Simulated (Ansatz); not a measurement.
**Rb on Ni(100): change of the work function**

How does one ordered layer of Rb (top site) change the work function of Ni(100), and what dipole does each adsorbate carry?

Calculated with Ansatz 0.2.0; plane-wave DFT, PBE, Ansatz PAW.

## 1. Starting point

The cell holds 4 atoms: 4 Ni. Its edges and angles: a = 2.489 Å, b = 2.489 Å, c = 23.280 Å, α = 90.0°, β = 90.0°, γ = 90.0°. Vacuum lies along c.

## 2. The clean slab

The bare slab comes first, as the zero from which every change is counted. The two lowest layers are held at bulk places and the upper ones relax. The dipole correction removes the false field that a one-sided slab makes across the periodic vacuum, so each face gets a flat vacuum level of its own.

input.yaml reads:

```yaml
crystal:
  lattice:
    - [2.4890158698, 0.0, 0.0]
    - [0.0, 2.4890158698, 0.0]
    - [0.0, 0.0, 23.28]
  atoms:
    - { symbol: Ni, position: [0.5, 0.5, 0.3865979381], spin: 0.7 }
    - { symbol: Ni, position: [0.0, 0.0, 0.4621993127], spin: 0.7 }
    - { symbol: Ni, position: [0.5, 0.5, 0.5378006873], spin: 0.7 }
    - { symbol: Ni, position: [0.0, 0.0, 0.6134020619], spin: 0.7 }
magnetization:
  spin_polarized: true
kpoints:
  mp_grid: { grid: [12, 12, 1] }
hamiltonian:
  xc: pbe
scf:
  occupations: { method: fermi_dirac, width: 0.1 }
  convergence: { dr2_threshold: 1.0e-08 }
efield:
  axis: 3
  dipole_correction: true
  ramp_position: 0.97
  ramp_width: 0.06
relax:
  f_tol: 0.02
  max_steps: 60
  constraints: [{ sites: [0, 1] }]
output:
  write_potential: true
  write_density: true
  volumetric_format: npy
```

Launch:

```console
ansatz run input.yaml --threads 4 --pin off --max-ram 12288MiB --backend cpu --events-out ev --progress --plain --runs-dir out
```

Numbers of over 12 decimals in the logs are rounded to 6 here.

The program printed:

```text
Engine: ansatz 0.2.0, aarch64-unknown-linux-gnu
Pseudopotentials: kind: paw
Pseudopotential: Ni, paw, valence charge 18, recommended cutoff 420 eV (normal), Ni.paw.azcp
Functional definition: PBE
  parameter kappa = 0.804
  parameter beta = 0.066725
  exchange = pbe_x(kappa = kappa, mu = beta*pi^2/3)
  correlation = pbe_c(beta = beta)
Crystal: 4 atoms, lattice volume = 144.224 Å³
Basis set: ecut = 420 eV, 2797 PW (Γ), exchange–correlation on 36×36×320 points (8 copies of the dense FFT grid, shifted against one another)
Bands: 45, of which v1, the nominal top of the filled ones, is band 36 counted from 1 (35 counted from 0)
Symmetry: 8 space group operations
k-points: 28 of 144
Non-local potential: Ni, projectors of the file, l = 0: 3, l = 1: 2, l = 2: 3, l = 3: 1
PAW form: soft (Blöchl's): semilocal exchange-correlation on the pseudo side does not see the compensation charge
PAW one-centre angular grid: Ni, 590 points (default); XC on 64 Gauss nodes
Initial density: superposition of atomic densities (neutral atoms: chi_scale 0, normalization atom)
Starting moments: Σ|m| = 2.8 μB on 4 of 4 sites
Initial wavefunctions: pseudopotential atomic-orbital guess
Functional: x = pbe(κ = 0.804, μ = 0.219515), c = pbe(β = 0.066725)
SCF iter   1: F=—  HF=-23353.273584 eV  |F-HF|=—  |Δ(HF+E_count)|=         —  Δρ=2.27e-2 (↑1.48e-2 ↓2.27e-2)  dr2=3.71e0  dr2_m=2.44e-1  M=2.982 μB ∫|m|=3.119 μB  β_m=1.00  ethr=3.10e-3  p=-0.000 e·Å  D=-6.64e-14 V/Å  ΔV_dip=0.00 eV  dr2_dipole=1.59e-8  V_vac-E_F(+/−)=7.12/7.12 eV  ⟨swp⟩=12.1  Hψ=13190  notcnv=0  defer=20
Mixer restart at iter 1: flushing history
efield: sawtooth ramp at fractional position 0.9700 (set: `efield.ramp_position`, or a place that a band, a saddle search or an elastic batch's reference lends), width 0.0600; the density the first Hamiltonian is built on has a dipole p = -0.000 e·Å; the dipole correction subtracts the counter field D = -6.64e-14 V/Å, which shifts the + side's vacuum level by +0.00 eV against the − side's; the planar-averaged density in the ramp window peaks in size at 2.1e-5 e/Å³
preconditioner: auto → LDOS  [metal: Δε(μ)=0.011 eV  Ē_g=6.947 eV  σ=0.100 eV  W_gap=0.03  n_scr=18 (ndim 8)  ℏωp=19.6 eV  f_vac=0.627  D(μ)=8.52/eV (n_scr^D=84)]
spin=Collinear: LDOS preconditioning applied to the charge; magnetization (m = ρ↑ − ρ↓) channel mixes plain (no charge-response kernel on spin).
SCF iter   2: F=—  HF=-23353.965802 eV  |F-HF|=—  |Δ(HF+E_count)|=   6.92e-1  Δρ=1.21e-2 (↑1.21e-2 ↓9.33e-3)  dr2=7.32e-1  dr2_m=5.55e-3  M=2.942 μB ∫|m|=3.205 μB  β_m=0.33  ethr=3.10e-3  p=-0.000 e·Å  D=-5.03e-4 V/Å  ΔV_dip=0.01 eV  dr2_dipole=3.44e-4  V_vac-E_F(+/−)=6.25/6.24 eV  ⟨swp⟩=2.6  Hψ=4391  notcnv=0  defer=71
density mixer auto → msr1: a metal under ldos (density of states about μ 3.98 of a free-electron gas's, 18 screened modes)
SCF iter   3: F=—  HF=-23355.551918 eV  |F-HF|=—  |Δ(HF+E_count)|=    1.59e0  Δρ=4.88e-3 (↑4.88e-3 ↓4.71e-3)  dr2=1.34e-1  dr2_m=2.77e-3  M=2.939 μB ∫|m|=3.247 μB  β_m=0.46  ethr=1.02e-3  p=0.000 e·Å  D=3.79e-5 V/Å  ΔV_dip=-0.00 eV  dr2_dipole=3.40e-4  V_vac-E_F(+/−)=5.73/5.73 eV  ⟨swp⟩=3.0  Hψ=4152  notcnv=0  defer=71
SCF iter   4: F=—  HF=-23356.854318 eV  |F-HF|=—  |Δ(HF+E_count)|=         —  Δρ=5.23e-3 (↑4.55e-3 ↓5.23e-3)  dr2=8.94e-2  dr2_m=2.31e-3  M=2.908 μB ∫|m|=3.268 μB  β_m=0.46  ethr=1.86e-4  p=0.000 e·Å  D=3.25e-4 V/Å  ΔV_dip=-0.01 eV  dr2_dipole=2.72e-4  V_vac-E_F(+/−)=5.25/5.26 eV  ⟨swp⟩=3.1  Hψ=4802  notcnv=0  defer=73
SCF iter   5: F=—  HF=-23357.159715 eV  |F-HF|=—  |Δ(HF+E_count)|=   3.05e-1  Δρ=4.07e-3 (↑1.37e-3 ↓4.07e-3)  dr2=2.79e-2  dr2_m=4.11e-3  M=2.834 μB ∫|m|=3.203 μB  β_m=0.73  ethr=1.24e-4  p=0.000 e·Å  D=4.54e-4 V/Å  ΔV_dip=-0.01 eV  dr2_dipole=8.32e-6  V_vac-E_F(+/−)=5.09/5.10 eV  ⟨swp⟩=2.2  Hψ=4058  notcnv=0  defer=82
SCF iter   6: F=—  HF=-23357.242206 eV  |F-HF|=—  |Δ(HF+E_count)|=   8.25e-2  Δρ=3.24e-3 (↑1.11e-3 ↓3.24e-3)  dr2=1.63e-2  dr2_m=1.92e-3  M=2.757 μB ∫|m|=3.129 μB  β_m=0.87  ethr=3.88e-5  p=0.000 e·Å  D=5.28e-6 V/Å  ΔV_dip=-0.00 eV  dr2_dipole=5.76e-6  V_vac-E_F(+/−)=4.96/4.96 eV  ⟨swp⟩=2.1  Hψ=4145  notcnv=0  defer=90
SCF iter   7: F=—  HF=-23357.242451 eV  |F-HF|=—  |Δ(HF+E_count)|=   2.45e-4  Δρ=1.82e-3 (↑1.56e-3 ↓1.82e-3)  dr2=9.87e-3  dr2_m=8.37e-5  M=2.755 μB ∫|m|=3.127 μB  β_m=0.66  ethr=2.26e-5  p=0.000 e·Å  D=3.27e-4 V/Å  ΔV_dip=-0.01 eV  dr2_dipole=7.54e-5  V_vac-E_F(+/−)=4.88/4.89 eV  ⟨swp⟩=2.4  Hψ=4725  notcnv=0  defer=98
SCF iter   8: F=—  HF=-23357.240247 eV  |F-HF|=—  |Δ(HF+E_count)|=   2.20e-3  Δρ=2.55e-4 (↑1.49e-4 ↓2.55e-4)  dr2=1.70e-4  dr2_m=2.56e-5  M=2.755 μB ∫|m|=3.126 μB  β_m=0.74  ethr=1.37e-5  p=-0.000 e·Å  D=-1.23e-5 V/Å  ΔV_dip=0.00 eV  dr2_dipole=2.02e-6  V_vac-E_F(+/−)=4.91/4.91 eV  ⟨swp⟩=2.0  Hψ=3863  notcnv=0  defer=95
SCF iter   9: F=—  HF=-23357.240285 eV  |F-HF|=—  |Δ(HF+E_count)|=   3.76e-5  Δρ=2.28e-4 (↑1.75e-4 ↓2.28e-4)  dr2=8.95e-5  dr2_m=2.42e-5  M=2.752 μB ∫|m|=3.123 μB  β_m=0.72  ethr=2.35e-7  p=0.000 e·Å  D=1.30e-4 V/Å  ΔV_dip=-0.00 eV  dr2_dipole=5.69e-6  V_vac-E_F(+/−)=4.89/4.89 eV  ⟨swp⟩=3.1  Hψ=5271  notcnv=0  defer=95
SCF iter  10: F=—  HF=-23357.240274 eV  |F-HF|=—  |Δ(HF+E_count)|=   1.09e-5  Δρ=1.36e-4 (↑1.03e-4 ↓1.36e-4)  dr2=4.25e-5  dr2_m=4.06e-6  M=2.751 μB ∫|m|=3.123 μB  β_m=0.67  ethr=1.24e-7  p=-0.000 e·Å  D=-5.54e-5 V/Å  ΔV_dip=0.00 eV  dr2_dipole=1.87e-7  V_vac-E_F(+/−)=4.88/4.88 eV  ⟨swp⟩=2.4  Hψ=4528  notcnv=0  defer=95
SCF iter  11: F=—  HF=-23357.240265 eV  |F-HF|=—  |Δ(HF+E_count)|=   9.06e-6  Δρ=4.36e-5 (↑3.22e-5 ↓4.36e-5)  dr2=6.02e-6  dr2_m=2.16e-7  M=2.751 μB ∫|m|=3.123 μB  β_m=0.74  ethr=5.90e-8  p=-0.000 e·Å  D=-1.22e-5 V/Å  ΔV_dip=0.00 eV  dr2_dipole=2.13e-7  V_vac-E_F(+/−)=4.88/4.88 eV  ⟨swp⟩=2.1  Hψ=3389  notcnv=0  defer=95
SCF iter  12: F=—  HF=-23357.240265 eV  |F-HF|=—  |Δ(HF+E_count)|=   8.11e-7  Δρ=7.83e-6 (↑5.13e-6 ↓7.83e-6)  dr2=2.13e-7  dr2_m=3.28e-8  M=2.751 μB ∫|m|=3.123 μB  β_m=0.71  ethr=8.36e-9  p=-0.000 e·Å  D=-6.07e-7 V/Å  ΔV_dip=0.00 eV  dr2_dipole=4.93e-9  V_vac-E_F(+/−)=4.88/4.88 eV  ⟨swp⟩=2.5  Hψ=4576  notcnv=0  defer=95
SCF iter  13: F=—  HF=-23357.240266 eV  |F-HF|=—  |Δ(HF+E_count)|=   2.53e-7  Δρ=4.72e-6 (↑3.25e-6 ↓4.72e-6)  dr2=1.06e-8  dr2_m=1.72e-8  M=2.751 μB ∫|m|=3.123 μB  β_m=0.85  ethr=2.96e-10  p=-0.000 e·Å  D=-1.92e-7 V/Å  ΔV_dip=0.00 eV  dr2_dipole=6.69e-11  V_vac-E_F(+/−)=4.88/4.88 eV  ⟨swp⟩=2.6  Hψ=4081  notcnv=0  defer=95
[...]
spin=Collinear: LDOS preconditioning applied to the charge; magnetization (m = ρ↑ − ρ↓) channel mixes plain (no charge-response kernel on spin).
SCF iter   2: F=—  HF=-23357.251606 eV  |F-HF|=—  |Δ(HF+E_count)|=   2.08e-3  Δρ=4.93e-4 (↑4.93e-4 ↓4.31e-4)  dr2=2.42e-3  dr2_m=1.26e-5  M=2.753 μB ∫|m|=3.125 μB  β_m=0.33  ethr=1.74e-5  p=0.001 e·Å  D=8.92e-4 V/Å  ΔV_dip=-0.02 eV  dr2_dipole=6.01e-4  V_vac-E_F(+/−)=4.85/4.87 eV  ⟨swp⟩=2.0  Hψ=4020  notcnv=0  defer=97
density mixer auto → msr1: a metal under ldos (density of states about μ 3.61 of a free-electron gas's, 18 screened modes)
SCF iter   3: F=—  HF=-23357.251435 eV  |F-HF|=—  |Δ(HF+E_count)|=   1.70e-4  Δρ=4.88e-4 (↑4.88e-4 ↓2.49e-4)  dr2=7.45e-4  dr2_m=9.23e-5  M=2.753 μB ∫|m|=3.125 μB  β_m=0.45  ethr=3.36e-6  p=0.001 e·Å  D=1.05e-3 V/Å  ΔV_dip=-0.02 eV  dr2_dipole=1.32e-4  V_vac-E_F(+/−)=4.85/4.87 eV  ⟨swp⟩=1.7  Hψ=2899  notcnv=0  defer=97
SCF iter   4: F=—  HF=-23357.251505 eV  |F-HF|=—  |Δ(HF+E_count)|=   7.03e-5  Δρ=2.40e-4 (↑2.32e-4 ↓2.40e-4)  dr2=9.17e-5  dr2_m=6.34e-5  M=2.751 μB ∫|m|=3.123 μB  β_m=0.53  ethr=1.03e-6  p=0.000 e·Å  D=5.67e-4 V/Å  ΔV_dip=-0.01 eV  dr2_dipole=1.16e-5  V_vac-E_F(+/−)=4.86/4.88 eV  ⟨swp⟩=1.7  Hψ=3009  notcnv=0  defer=97
SCF iter   5: F=—  HF=-23357.251553 eV  |F-HF|=—  |Δ(HF+E_count)|=   4.73e-5  Δρ=1.13e-4 (↑1.13e-4 ↓1.13e-4)  dr2=1.01e-5  dr2_m=1.59e-5  M=2.750 μB ∫|m|=3.121 μB  β_m=0.77  ethr=1.27e-7  p=0.000 e·Å  D=2.75e-4 V/Å  ΔV_dip=-0.01 eV  dr2_dipole=3.83e-6  V_vac-E_F(+/−)=4.88/4.88 eV  ⟨swp⟩=2.0  Hψ=4028  notcnv=0  defer=97
SCF iter   6: F=—  HF=-23357.251569 eV  |F-HF|=—  |Δ(HF+E_count)|=   1.68e-5  Δρ=7.85e-5 (↑5.67e-5 ↓7.85e-5)  dr2=3.06e-5  dr2_m=6.48e-7  M=2.749 μB ∫|m|=3.121 μB  β_m=0.66  ethr=1.40e-8  p=0.000 e·Å  D=1.79e-5 V/Å  ΔV_dip=-0.00 eV  dr2_dipole=5.26e-6  V_vac-E_F(+/−)=4.88/4.88 eV  ⟨swp⟩=2.9  Hψ=5168  notcnv=0  defer=97
SCF iter   7: F=—  HF=-23357.251567 eV  |F-HF|=—  |Δ(HF+E_count)|=   2.72e-6  Δρ=2.43e-5 (↑2.43e-5 ↓2.06e-5)  dr2=3.46e-6  dr2_m=1.90e-7  M=2.749 μB ∫|m|=3.120 μB  β_m=0.58  ethr=1.40e-8  p=0.000 e·Å  D=3.63e-5 V/Å  ΔV_dip=-0.00 eV  dr2_dipole=8.58e-7  V_vac-E_F(+/−)=4.88/4.88 eV  ⟨swp⟩=2.1  Hψ=4407  notcnv=0  defer=97
SCF iter   8: F=—  HF=-23357.251567 eV  |F-HF|=—  |Δ(HF+E_count)|=   1.71e-7  Δρ=1.64e-5 (↑7.45e-6 ↓1.64e-5)  dr2=4.31e-7  dr2_m=7.83e-8  M=2.749 μB ∫|m|=3.120 μB  β_m=0.56  ethr=4.80e-9  p=0.000 e·Å  D=4.07e-5 V/Å  ΔV_dip=-0.00 eV  dr2_dipole=1.86e-8  V_vac-E_F(+/−)=4.88/4.88 eV  ⟨swp⟩=2.3  Hψ=3810  notcnv=0  defer=97
SCF iter   9: F=—  HF=-23357.251567 eV  |F-HF|=—  |Δ(HF+E_count)|=   2.09e-7  Δρ=6.24e-6 (↑6.24e-6 ↓6.00e-6)  dr2=8.28e-8  dr2_m=2.06e-8  M=2.748 μB ∫|m|=3.120 μB  β_m=0.54  ethr=5.99e-10  p=0.000 e·Å  D=3.78e-5 V/Å  ΔV_dip=-0.00 eV  dr2_dipole=2.72e-9  V_vac-E_F(+/−)=4.88/4.88 eV  ⟨swp⟩=2.8  Hψ=4699  notcnv=0  defer=97
SCF iter  10: F=—  HF=-23357.251567 eV  |F-HF|=—  |Δ(HF+E_count)|=   6.34e-9  Δρ=4.09e-6 (↑1.47e-6 ↓4.09e-6)  dr2=1.12e-8  dr2_m=8.04e-9  M=2.748 μB ∫|m|=3.120 μB  β_m=0.58  ethr=1.15e-10  p=0.000 e·Å  D=4.37e-5 V/Å  ΔV_dip=-0.00 eV  dr2_dipole=1.51e-10  V_vac-E_F(+/−)=4.88/4.88 eV  ⟨swp⟩=2.6  Hψ=4378  notcnv=0  defer=97
SCF iter  11: F=—  HF=-23357.251567 eV  |F-HF|=—  |Δ(HF+E_count)|=   2.99e-8  Δρ=1.39e-6 (↑1.36e-6 ↓1.39e-6)  dr2=4.68e-9  dr2_m=1.47e-9  M=2.748 μB ∫|m|=3.120 μB  β_m=0.55  ethr=1.56e-11  p=0.000 e·Å  D=4.29e-5 V/Å  ΔV_dip=-0.00 eV  dr2_dipole=9.23e-10  V_vac-E_F(+/−)=4.88/4.88 eV  ⟨swp⟩=2.4  Hψ=4299  notcnv=0  defer=97
SCF iter  12: F=-23357.251567 eV  HF=-23357.251567 eV  |F-HF|=5.46e-10  |Δ(HF+E_count)|=  4.22e-10  Δρ=7.51e-7 (↑2.52e-7 ↓7.51e-7)  dr2=3.17e-9  dr2_m=1.71e-10  M=2.748 μB ∫|m|=3.120 μB  ethr=6.50e-12  p=0.000 e·Å  D=4.46e-5 V/Å  ΔV_dip=-0.00 eV  dr2_dipole=5.60e-10  V_vac-E_F(+/−)=4.88/4.88 eV  ⟨swp⟩=6.8  Hψ=16903  notcnv=0
SCF 3 converged in 12 iterations: F = -23357.251567 eV  dr2 = 3.17e-9
  greatest PAW one-centre occupation: 1.001 electrons in one spin orbital (limit 2), on the Ni atom at site 3 (counted from 0), in its partial waves of l = 1
relax step   3: F+E_penalty+E_count = -23357.25156682 eV  Δ(F+E_penalty+E_count) = -4.782e-3 eV  max|allowed force component| = 1.641e-2 eV/Å  Δτ_max = 0.0268 Å  (12 SCF iters, accepted)
NSCF: frozen V_eff on 28 k-points
the band table was solved once a step of the walk had ended and its energy, with any forces and stress, was formed, with the checks that follow a solve (14613 applications of the Hamiltonian). They found nothing against the state; the energy, forces and stress were not computed again (output.eigenvalues in the input reference)
WARN: The output density's exchange-correlation potential varies sharply where the density is thin. Do not read a vacuum level from v_tot or v_xc, or from such a field of the output density. On a cell that repeats whose density bears no net charge and no dipole along the vacuum's axis use v_es (v_loc + v_h of the components); under efield.dipole_correction with no amplitude use v_es + v_field, which holds any externa [...]
SCF converged after 12 iterations
Magnetization: 2.7484 μB (37.3742 up, 34.6258 down)
Absolute magnetization: 3.1226 μB (∫|ρ↑−ρ↓|, with the PAW one-centre terms)
Spin contamination: 0.0390 ħ² per cell (⟨S²⟩ above its minimum at these occupations)
Per-site moments (μB) at R_I (Å): [(0.762882, 1.026719), (0.693008, 1.026719), (0.696430, 1.007501), (0.757957, 1.007501)]
Free energy (F): -23357.251567 eV
Harris-Foulkes:  -23357.251567 eV  (|F-HF|=5.46e-10)
Internal energy: -23357.011351 eV  (E = F + TS)
E sigma→0 (E₀):  -23357.131459 eV
Entropy (-TS):   -0.240216 eV (-60.054 meV/atom)
Fermi energy:    2.140071 eV
Dipole field:    D = 0.000007 V/Å  (p = 0.000006 e·Å, saw-weighted, corrected)
Work function:   Φ+ = 4.8828 eV   Φ− = 4.8830 eV
Levels:          The Fermi level and band energies are counted from a zero that moves with the ramp; work functions are not
--- Per-component energies (eV) ---
  E_band       = -2276.906321
  E_kinetic    = 1125.839521
  E_local      = -160320.726058  (includes V_loc(G=0)·N_el)
  E_nonlocal   = 2550.732742
  E_hartree    = 78456.156364
  E_xc         = -335.347096
  E_vxc        = -432.080370  (∫ρ·V_xc dr)
  E_paw        = -6525.524441  (= ΣΔE_a)
  E_vpaw       = -2112.983663  (= ΣTr[D̂ρ^β])
  E_aug_tail   = 0.002110  (compensation charges beyond the density's cutoff)
  E_efield     = 0.000000  (sawtooth field / dipole correction)
  E_vefield    = 0.000003  (∫n·V_field dr)
  E_ewald      = 61691.855507
  E_smearing   = -0.240216  (= −TS)
  E_closure    = 0.000000  (closes the sum)
  Σ components = -23357.251567   (vs F -23357.251567, Δ=0.00e0)
--- Forces (eV/Å), atoms counted from 1 ---
  atom   1  Ni    -0.00000000     0.00000000     0.33191270
  atom   2  Ni    -0.00000000     0.00000000    -0.32933477
  atom   3  Ni    -0.00000000     0.00000000    -0.01641471
  atom   4  Ni     0.00000000     0.00000000     0.01384867
  max |Σ_I F_I| component: 1.19e-5 eV/Å
--- Band table (eV; the first three rows and the last of 56) ---
  k-point 0 ↑: bands = [... 32 lower, 1.1728, 1.2119, 1.2119, 1.4613, 1.5649, 1.5845, 1.5845, 2.2601, ... 5 higher]
  k-point 1 ↑: bands = [... 32 lower, 0.9720, 1.0134, 1.3137, 1.3535, 1.3948, 1.5289, 1.6083, 2.6289, ... 5 higher]
  k-point 2 ↑: bands = [... 32 lower, 0.8601, 0.8667, 1.2735, 1.3092, 1.4367, 1.5181, 1.6057, 3.3597, ... 5 higher]
  k-point 27 ↓: bands = [... 32 lower, 2.4956, 2.5557, 2.7827, 2.8183, 5.6265, 5.6265, 8.0826, 8.0826, ... 5 higher]
--- Relaxed structure (3 steps of the walk, 3 accepted, 0 SCFs on fresh bases) ---
  F+E_penalty+E_count = -23357.25156682 eV   max|allowed force component| = 1.641e-2 eV/Å
  atoms:
    - { symbol: Ni, position: [0.5, 0.5, 0.386598] }
    - { symbol: Ni, position: [0.0, 0.0, 0.4621993127] }
    - { symbol: Ni, position: [0.5, 0.5, 0.538752] }
    - { symbol: Ni, position: [0, 0.0, 0.611496] }
```

It took 46 s on 4 threads of Arm Neoverse V1, shared host; peak memory 0.6 GiB.

The steps of the relaxation:

| step | energy less that of the first step (eV) | largest force component (eV/Å) |
| --- | --- | --- |
| 1 | 0.0000 | 0.3940 |
| 2 | -0.0065 | 0.2673 |
| 3 | -0.0113 | 0.0164 |

The run keeps the 8 symmetry operations that it works with, so distortions that break them were not tested.

The atoms that moved most (Å):

| atom | dx | dy | dz | length |
| --- | --- | --- | --- | --- |
| Ni4 | 0.000 | 0.000 | -0.044 | 0.044 |
| Ni3 | 0.000 | 0.000 | 0.022 | 0.022 |

The relaxed structure:

```xyz
4
Lattice="2.4890 0.0000 0.0000 0.0000 2.4890 0.0000 0.0000 0.0000 23.2800" Properties=species:S:1:pos:R:3
Ni    1.2445    1.2445    9.0000
Ni    0.0000    0.0000   10.7600
Ni    1.2445    1.2445   12.5421
Ni    0.0000    0.0000   14.2356
```

Numbers from this step:

| Quantity | Value |
| --- | --- |
| energy at zero smearing | -23357.1315 eV |
| total moment | 2.748 μB |
| site moments | 0.7629, 0.6930, 0.6964, 0.7580 μB |
| work function, upper face | 4.883 eV |
| dipole along the normal | 5.64e-6 e·Å |

Running mean over 1.76 Å of the planar mean; the ramp of the sawtooth is left out. Electron's electrostatic potential energy less the Fermi level against z:

| z (Å) | electron's electrostatic potential energy less the Fermi level (eV) |
| --- | --- |
| 3.0 | 4.88 |
| 3.5 | 4.88 |
| 4.0 | 4.88 |
| 4.5 | 4.88 |
| 5.0 | 4.88 |
| 5.5 | 4.87 |
| 6.0 | 4.84 |
| 6.5 | 4.74 |
| 7.0 | 4.38 |
| 7.5 | 2.92 |
| 8.0 | -1.70 |
| 8.5 | -7.37 |
| 9.0 | -9.86 |
| 9.5 | -10.2 |
| 10.0 | -10.3 |
| 10.5 | -10.3 |
| 11.0 | -10.3 |
| 11.5 | -10.1 |
| 12.0 | -10.2 |
| 12.5 | -10.4 |
| 13.0 | -10.9 |
| 13.5 | -11.0 |
| 14.0 | -10.5 |
| 14.5 | -9.08 |
| 15.0 | -4.60 |
| 15.5 | 1.15 |
| 16.0 | 3.97 |
| 16.5 | 4.63 |
| 17.0 | 4.81 |
| 17.5 | 4.86 |
| 18.0 | 4.88 |
| 18.5 | 4.88 |
| 19.0 | 4.88 |
| 19.5 | 4.88 |
| 20.0 | 4.88 |

Site moment by atom:

| atom | site moment (μB) |
| --- | --- |
| Ni1 | 0.763 |
| Ni2 | 0.693 |
| Ni3 | 0.696 |
| Ni4 | 0.758 |

The relaxation took 3 steps and lowered the energy by 0.011 eV; the largest force on the free atoms ends at 0.016 eV/Å.

The work function of the upper face is 4.88 eV.

(Continued in part 2 of 5.)

[Logs are printed without paths, hosts, clocks, repeated set-up lines and the standing remarks that a program may print on its own settings, such as how far it seeks lower states.]

[Hosts, paths, dates, database ids (printed as entryN), source tags and the programs' standing remarks are cut or masked in the printed files.]

[Maps of the electrostatic potential energy from Ansatz leave out the sawtooth potential of an applied field or a dipole correction, so their vacuum need not be flat; planar profiles and work functions include it.]
